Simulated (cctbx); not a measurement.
# Lattice, Laue class and space group of a new crystal

Cell: a = 4.3930 Å, b = 18.0720 Å, c = 4.4690 Å, α = 90.00°, β = 90.00°, γ = 90.00°. Expected content of the cell: Tm4 Sn8 Ti4.

The data are simulated with cctbx, not measured: Mo Kα, λ = 0.71073 Å, to d = 0.84 Å, 95 % of the full sphere, strongest reflection 40000 counts, noise from counting, a 1.5 % proportional error and a noise floor of 2 counts (s.d.); no absorption.

Tests on the unmerged data give:

```text
2375 reflections to d = 0.841 A
centring   violations  <I/sigma> of those
    A        477 of  1186     12.2
    B        477 of  1183     12.3
    C          0 of  1189     -0.0
    I        514 of  1177     14.1
    R        703 of  1579     13.5
    F        477 of  1779      8.2
Laue class    unique    Rint  (classes that these axes allow; Friedel mates merged)
C 1 2/m 1         328   0.015
C 2/m 1 1         358   0.015
C m m m           210   0.017
space group    extra absences  I>4sigma  <I/sigma>
C 2 2 21                5          0      -0.7  acentric
C 2 2 2                 0          0         -  acentric
C m m 2                 0          0         -  acentric
C m c 21               20          0      -0.1  acentric
C 2 m m                 0          0         -  acentric
C m 2 m                 0          0         -  acentric
C 2 c m                20          0      -0.1  acentric
C m c m                20          0      -0.1  centric
C m m m                 0          0         -  centric
Wilson B = 1.42 A^2   <|E^2-1|> = 0.937 (0.968 centric, 0.736 acentric)   E^2>4: 3.4 %
shell (A)         n   <I/sigma>
 9.04 - 1.69     34     57.7
 1.69 - 1.34     27     71.5
 1.34 - 1.17     24     57.7
 1.17 - 1.06     27     56.7
 1.06 - 0.99     27     65.5
 0.99 - 0.93     20     47.9
 0.93 - 0.88     23     40.8
 0.88 - 0.84     28     56.8
```

**Question.** What are the lattice type, the Laue class and the likely space group?

The reflections that C centring forbids are absent (⟨I/σ⟩ near 0), so the lattice is C.

Rint stays low (0.015 to 0.017) up to C m m m, the highest class in these axes.

9 settings pass the absence test. The most absences obeyed, 20, belong to C m c 21, C 2 c m and C m c m, which absences can't tell apart.

⟨|E²−1|⟩ = 0.937 leans to a centrosymmetric structure. The Wilson B of 1.42 Å² means U ≈ 0.0180 Å².

The true group is Cmcm (no. 63), Laue class mmm, centrosymmetric. The tables only narrow the choice to the tied entries; cell content, site symmetry and trial solutions must settle it.

The model was made for the exercise: a known structure type with other elements put in, its volume estimated, not relaxed; displacement parameters are assumed.

[Logs are printed without paths, hosts, clocks, repeated set-up lines and the standing remarks that a program may print on its own settings, such as how far it seeks lower states.]
